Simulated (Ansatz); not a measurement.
**Sensitivity of the G0W0 gap of Selenium (P3_121, 3 atoms a cell)**

A base run on Selenium (P3_121, 3 atoms a cell), then changed inputs.

Method: G0W0 on PBE, plane waves, norm-conserving pseudopotentials, in Ansatz 0.2.0.

**1. The structure**

It takes space group P3_121 (No. 152, trigonal). Conventional cell: a = 4.366 Å, b = 4.366 Å, c = 4.954 Å, α = 90.00°, β = 90.00°, γ = 120.00°. Nearest to Se lie 2 Se at 2.37 Å.

Coordinates:

```cif
data_structure
_symmetry_space_group_name_H-M 'P 1'
_symmetry_Int_Tables_number 1
_cell_length_a 4.3662
_cell_length_b 4.3662
_cell_length_c 4.9536
_cell_angle_alpha 90.000
_cell_angle_beta 90.000
_cell_angle_gamma 120.000
_cell_volume 81.78
loop_
_atom_site_label
_atom_site_type_symbol
_atom_site_fract_x
_atom_site_fract_y
_atom_site_fract_z
_atom_site_occupancy
Se1 Se 0.22540 0.00000 0.33333 1
Se2 Se 0.00000 0.22540 0.66667 1
Se3 Se 0.77460 0.77460 0.00000 1
```

The cell and positions come from the Crystallography Open Database and are kept as given unless a step says otherwise.

**2. The base run: 6×6×4 mesh, 185 empty bands, screening to 100 eV, norm-conserving files**

G0W0 replaces the xc potential by the self-energy, built once from these orbitals. Only a window of levels is corrected, while the sums run over the empty bands that the input names. This step takes norm-conserving files.

input.yaml reads:

```yaml
crystal:
  lattice:
    - [4.3662, 0.0, 0.0]
    - [-2.1831, 3.781240118, 0.0]
    - [0.0, 0.0, 4.9536]
  atoms:
    - { symbol: Se, position: [0.2254, 0.0, 0.3333333333] }
    - { symbol: Se, position: [0.0, 0.2254, 0.6666666667] }
    - { symbol: Se, position: [0.7746, 0.7746, 0.0] }
kpoints:
  mp_grid: { grid: [6, 6, 4] }
hamiltonian:
  xc: pbe
  pseudopotentials: { kind: nc }
scf:
  occupations: { method: fixed }
gw:
  n_empty_bands: 185
  ecut_chi: 100
  qp_bands: [v2, c2]
  qp_kpoints: band_edges
  screening: { model: contour_deformation }
```

Command:

```
ansatz run input.yaml --threads 2 --pin off --max-ram 92160MiB --backend cuda --events-out ev --progress --plain --runs-dir out --devices 1 --max-vram 13GiB
```

Numbers of over 12 decimals in the logs are rounded to 6 here.

Output:

```text
GPUs: using 1 of 1 available (devices: 1).
Engine: ansatz 0.2.0, x86_64-unknown-linux-gnu
Pseudopotentials: kind: nc
Pseudopotential: Se, nc, valence charge 16, recommended cutoff 1170.089609 eV (normal), Se.nc.azcp
Functional definition: PBE
  parameter kappa = 0.804
  parameter beta = 0.066725
  exchange = pbe_x(kappa = kappa, mu = beta*pi^2/3)
  correlation = pbe_c(beta = beta)
device memory: the entry about to start is reckoned to put 2.4 GiB on a device that reports 41.0 GiB free (of which the cap on the GPU budget leaves the run 13.0 GiB)
GPU FFT provider: cuFFT
GPU libraries: cuBLAS 13.8.2, cuFFT 12.4.0, cuSOLVER 12.3.4
Crystal: 3 atoms, lattice volume = 81.782 Å³
Basis set: ecut = 1170.089609 eV, 7383 PW (Γ)
Bands: 29, of which v1, the nominal top of the filled ones, is band 24 counted from 1 (23 counted from 0)
Symmetry: 6 space group operations
Space group: P3121 (ITA 152), of the structure as read, at distance tolerance 4.3e-5 Å
k-points: 24 of 144 (time reversal used)
Non-local potential: Se, projectors of the file, l = 0: 2, l = 1: 2, l = 2: 2
Initial density: superposition of atomic densities (chi_scale 0.1, normalization cell)
Initial wavefunctions: pseudopotential atomic-orbital guess
GPU buffer pool allocated for 150000 grid points (all kernels)
GPU transforms: local potential and band sums: pruned to the plane-wave sphere, on 50×50×60
Functional: x = pbe(κ = 0.804, μ = 0.219515), c = pbe(β = 0.066725)
SCF iter   1: F=—  HF=-9897.034309 eV  |F-HF|=—  |Δ(HF+E_count)|=         —  Δρ=2.87e-2  dr2=4.16e-1  ethr=3.10e-3  ⟨swp⟩=5.0  Hψ=2640  notcnv=0  defer=63
preconditioner: auto → Resta (q_TF=auto, 2.496 Å⁻¹)  ε∞=3.8  [insulator: Δε(μ)=1.128 eV  Ē_g=10.455 eV  n_scr=20 (ndim 8)  ℏωp=17.4 eV  f_vac=0.062  ε∞_Penn≈3.8]
SCF iter   2: F=—  HF=-9896.964447 eV  |F-HF|=—  |Δ(HF+E_count)|=   6.99e-2  Δρ=1.50e-2  dr2=1.19e-1  ethr=8.66e-4  ⟨swp⟩=1.6  Hψ=904  notcnv=0  defer=65
SCF iter   3: F=—  HF=-9896.952421 eV  |F-HF|=—  |Δ(HF+E_count)|=   1.20e-2  Δρ=1.85e-3  dr2=2.15e-3  ethr=2.47e-4  ⟨swp⟩=3.2  Hψ=1143  notcnv=0  defer=70
SCF iter   4: F=—  HF=-9896.953595 eV  |F-HF|=—  |Δ(HF+E_count)|=   1.17e-3  Δρ=4.76e-4  dr2=1.69e-4  ethr=4.47e-6  ⟨swp⟩=2.6  Hψ=1052  notcnv=0  defer=71
SCF iter   5: F=—  HF=-9896.953856 eV  |F-HF|=—  |Δ(HF+E_count)|=   2.61e-4  Δρ=1.14e-4  dr2=1.03e-5  ethr=3.51e-7  ⟨swp⟩=2.0  Hψ=1117  notcnv=0  defer=71
SCF iter   6: F=—  HF=-9896.953875 eV  |F-HF|=—  |Δ(HF+E_count)|=   1.88e-5  Δρ=2.86e-5  dr2=6.39e-7  ethr=2.14e-8  ⟨swp⟩=2.0  Hψ=942  notcnv=0  defer=70
SCF iter   7: F=-9896.953876 eV  HF=-9896.953876 eV  |F-HF|=3.99e-8  |Δ(HF+E_count)|=   1.67e-6  Δρ=5.15e-6  dr2=1.44e-8  ethr=2.08e-10  ⟨swp⟩=12.6  Hψ=3552  notcnv=0
SCF 1 converged in 7 iterations: F = -9896.953876 eV  dr2 = 1.44e-8
[...]
E_band       = -1203.760842
  E_kinetic    = 6401.501414
  E_local      = -8701.622264  (includes V_loc(G=0)·N_el)
  E_nonlocal   = -3762.739413
  E_hartree    = 3122.426734
  E_xc         = -1974.945694
  E_vxc        = -1385.753743  (∫ρ·V_xc dr)
  E_ewald      = -4981.574654
  E_smearing   = -0.000000  (= −TS)
  E_closure    = 0.000000  (closes the sum)
  Σ components = -9896.953876   (vs F -9896.953876, Δ=0.00e0)
--- Band table (eV; the first three rows and the last of 24) ---
  k-point 0: bands = [... 20 lower, 3.6267, 5.3464, 5.3464, 6.9774, 9.2547, 9.2547, 9.5330, 13.5637, ... 1 higher]
  k-point 1: bands = [... 20 lower, 3.8919, 5.4405, 5.8213, 6.5529, 8.8281, 8.8981, 9.0701, 14.1312, ... 1 higher]
  k-point 2: bands = [... 20 lower, 4.0019, 5.8405, 5.8405, 6.2653, 8.5868, 8.5868, 8.6543, 13.6718, ... 1 higher]
  k-point 23: bands = [... 20 lower, 2.4376, 6.4032, 7.1692, 7.1692, 8.4054, 10.0825, 10.0825, 14.0570, ... 1 higher]
--- G₀W₀: contour deformation, 7 samples at zero and on the imaginary axis and 1 off it, 144 q-points, 185 empty bands' worth ---
  eigenvalues of the whole cell's RPA ε∞ on this k-mesh (on a slab, of 1 + 4πα/V) = 9.2571, 9.2571, 13.8437; static W/v taken at q = 0 is 0.090427
  bands read: the sum over 209 bands ends inside a degenerate multiplet in 1 slot, whose members it reads at an even weight; the widest, k=23: bands 209 to 210 (counted from 1) at 1/2 each
  gw.qp_kpoints: band_edges: 12 of 24 stored k-points solved, in 1 pass; an edge of the gap read off the rows below is read off those points alone
    valence top: of the k-points left out ik 18 came nearest to being solved in a further pass, in band 24 (counted from 1, as in the quasiparticle table): it holds the edge there only if its correction is more favourable than any solved in that band by at least 0.525 eV; those differ by 0.112 eV
    conduction bottom: of the k-points left out ik 4 came nearest to being solved in a further pass, in band 25 (counted from 1, as in the quasiparticle table): it holds the edge there only if its correction is more favourable than any solved in that band by at least 0.436 eV; those differ by 0.132 eV
    ik  band        ε_KS         Σx   Σc(E_QP)       V_xc       Z   E_QP_lin       E_QP  E_QP is
     0    23      5.3464   -17.1297     2.7648   -13.9039  0.6808     4.8726     4.8855  root
     0    24      6.9774   -17.6075     2.1465   -15.0033  0.7217     6.5138     6.5198  root
     0    25      9.2547   -10.8007    -3.9295   -15.0800  0.7263     9.6082     9.6045  root
     0    26      9.2547   -10.8007    -3.9295   -15.0800  0.7263     9.6082     9.6045  root
     1    23      5.8213   -17.3134     2.5515   -14.2906  0.7006     5.3404     5.3500  root
     1    24      6.5529   -17.3165     2.2338   -14.6246  0.7148     6.0876     6.0948  root
     1    25      8.8281    -9.9651    -3.6646   -13.8967  0.7449     9.0968     9.0951  root
     1    26      8.8981   -10.7180    -3.6920   -14.7133  0.7318     9.2038     9.2014  root
[...]
23    23      7.1692   -17.4466     1.4954   -15.5656  0.7332     6.7801     6.7836  root
    23    24      7.1692   -17.4466     1.4954   -15.5656  0.7332     6.7801     6.7836  root
    23    25      8.4054   -11.3533    -3.4048   -15.0795  0.7432     8.7289     8.7268  root
    23    26     10.0825   -10.7751    -4.0629   -15.1829  0.7112    10.4322    10.4272  root
[key lines of the parts left out:]
SCF converged after 7 iterations
Free energy (F): -9896.953876 eV
Fermi energy:    7.397734 eV
```

Run time: 90 s. Hardware: 1 × NVIDIA H100 80GB HBM3 (shared by 6 runs) with 2 threads of AMD EPYC 7R13 (Zen 3), shared host; peak memory 1.9 GiB.

Numbers from this step:

```
bands summed                                 : 209
RPA ε∞ on this mesh (eigenvalues)            : 9.257, 9.257, 13.84
plane waves in the screening matrix          : 201
q-points in the mesh                         : 144
G0W0 gap on the mesh                         : 1.681 eV
k of the valence top                         : 0, -0.5, -0.5
k of the conduction bottom                   : 0.3333, 0.3333, -0.5
starting gap on the mesh                     : 1.008 eV
Z at the valence top                         : 0.7383
Z at the conduction bottom                   : 0.7432
least direct G0W0 gap on the computed points : 1.943 eV
```

The gap on the mesh goes from 1.01 eV to 1.68 eV, a correction of +0.67 eV. Between the two edge states, bare exchange in place of the xc potential would open the gap by 5.35 eV, and correlation takes back 4.68 eV.

**3. Variant: norm-conserving files, smooth pair densities**

Changes to input.yaml since step 2:

```diff
@@ -17,4 +17,4 @@
 gw:
-  n_empty_bands: 185
-  ecut_chi: 100
+  n_empty_bands: 132
+  ecut_chi: 80
   qp_bands: [v2, c2]
@@ -22 +22,2 @@
   screening: { model: contour_deformation }
+  pair_densities: pseudo
```

Output:

```text
GPUs: using 1 of 1 available (devices: 1).
[...]
GPU FFT provider: cuFFT
GPU libraries: cuBLAS 13.8.2, cuFFT 12.4.0, cuSOLVER 12.3.4
Crystal: 3 atoms, lattice volume = 81.782 Å³
Basis set: ecut = 1170.089609 eV, 7383 PW (Γ)
Bands: 29, of which v1, the nominal top of the filled ones, is band 24 counted from 1 (23 counted from 0)
[... 1 set-up line as in the run before ...]
[...]
k-points: 24 of 144 (time reversal used)
[...]
GPU buffer pool allocated for 150000 grid points (all kernels)
[...]
SCF iter   1: F=—  HF=-9897.034309 eV  |F-HF|=—  |Δ(HF+E_count)|=         —  Δρ=2.87e-2  dr2=4.16e-1  ethr=3.10e-3  ⟨swp⟩=5.0  Hψ=2640  notcnv=0  defer=63
[...]
SCF iter   7: F=-9896.953876 eV  HF=-9896.953876 eV  |F-HF|=3.99e-8  |Δ(HF+E_count)|=   1.67e-6  Δρ=5.15e-6  dr2=1.44e-8  ethr=2.08e-10  ⟨swp⟩=12.6  Hψ=3552  notcnv=0
SCF 1 converged in 7 iterations: F = -9896.953876 eV  dr2 = 1.44e-8
[...]
NSCF: frozen V_eff on 24 k-points, pencils in batches of 32, up to order 116
[...]
NSCF: frozen V_eff on 24 k-points
G₀W₀ screening: q 1/24
[... further progress lines ...]
SCF converged after 7 iterations
Free energy (F): -9896.953876 eV
[...]
Internal energy: -9896.953876 eV  (E = F + TS)
E sigma→0 (E₀):  -9896.953876 eV
Fermi energy:    7.397734 eV
[...]
--- Band table (eV; the first three rows and the last of 24) ---
  k-point 0: bands = [... 20 lower, 3.6267, 5.3464, 5.3464, 6.9774, 9.2547, 9.2547, 9.5330, 13.5637, ... 1 higher]
  k-point 1: bands = [... 20 lower, 3.8919, 5.4405, 5.8213, 6.5529, 8.8281, 8.8981, 9.0701, 14.1312, ... 1 higher]
  k-point 2: bands = [... 20 lower, 4.0019, 5.8405, 5.8405, 6.2653, 8.5868, 8.5868, 8.6543, 13.6718, ... 1 higher]
  k-point 23: bands = [... 20 lower, 2.4376, 6.4032, 7.1692, 7.1692, 8.4054, 10.0825, 10.0825, 14.0570, ... 1 higher]
[...]
0    23      5.3464   -16.9480     3.3489   -12.7303  0.6824     4.4281     4.4777  root
     0    24      6.9774   -17.4827     2.8386   -13.6038  0.7240     5.8947     5.9370  root
     0    25      9.2547   -10.4917    -3.3269   -13.5598  0.7287     8.9976     8.9959  root
     0    26      9.2547   -10.4917    -3.3269   -13.5598  0.7287     8.9976     8.9959  root
     1    23      5.8213   -17.1568     3.1717   -13.0445  0.7024     4.8339     4.8807  root
     1    24      6.5529   -17.1643     2.8803   -13.2977  0.7169     5.5236     5.5667  root
     1    25      8.8281    -9.6254    -3.1885   -12.5722  0.7471     8.5876     8.5864  root
     1    26      8.8981   -10.3915    -3.1316   -13.2710  0.7343     8.6474     8.6460  root
[...]
23    23      7.1692   -17.2151     2.1769   -14.0410  0.7356     6.1392     6.1719  root
    23    24      7.1692   -17.2151     2.1769   -14.0410  0.7356     6.1392     6.1719  root
    23    25      8.4054   -10.9883    -2.8720   -13.5879  0.7456     8.1343     8.1330  root
    23    26     10.0825   -10.4363    -3.4211   -13.6069  0.7136     9.8342     9.8320  root
```

Elapsed: 38 s, on 1 × NVIDIA H100 80GB HBM3 (shared by 6 runs) with 2 threads; peak memory 1.6 GiB.

The G0W0 gap on the mesh is 1.718 eV.

Against the base:

| setting | base | variant |
| --- | --- | --- |
| empty bands | 185 | 132 |
| screening cutoff (eV) | 100 | 80 |
| pair densities | - | pseudo |

| quantity | variant | base |
| --- | --- | --- |
| starting gap on the mesh | 1.008 | 1.008 |
| G0W0 gap on the mesh | 1.718 | 1.681 |
| least direct G0W0 gap on the computed points | 1.961 | 1.943 |
| Z at the valence top | 0.741 | 0.738 |
| Z at the conduction bottom | 0.746 | 0.743 |

**4. Results**

```
base                                         : 1.68 eV, 90 s
norm-conserving files, smooth pair densities : 1.72 eV, 38 s
```

In words: Norm-conserving files, smooth pair densities: the gap moves by +0.04 eV and the time by a factor of 0.42. The variant differs from the base in empty bands, screening cutoff and pair densities together, so the change can't be laid to one of them. All runs here use a coarse mesh and modest cutoffs; they test settings and are not final values. The many-body steps are scalar-relativistic: spin-orbit coupling is not in them.

[Paths, hosts, dates, memory and timing lines, banners, echoed tables and standing remarks are left out of the program output.]

[Logs are printed without paths, hosts, clocks, repeated set-up lines and the standing remarks that a program may print on its own settings, such as how far it seeks lower states.]

[Runs of the session that timed out or met a known fault of the program may be left out.]

[Cells called generated may have been cut or substituted from an entry of the Crystallography Open Database or the Materials Project.]

[Hosts, paths, dates, database ids (printed as entryN), source tags and the programs' standing remarks are cut or masked in the printed files.]
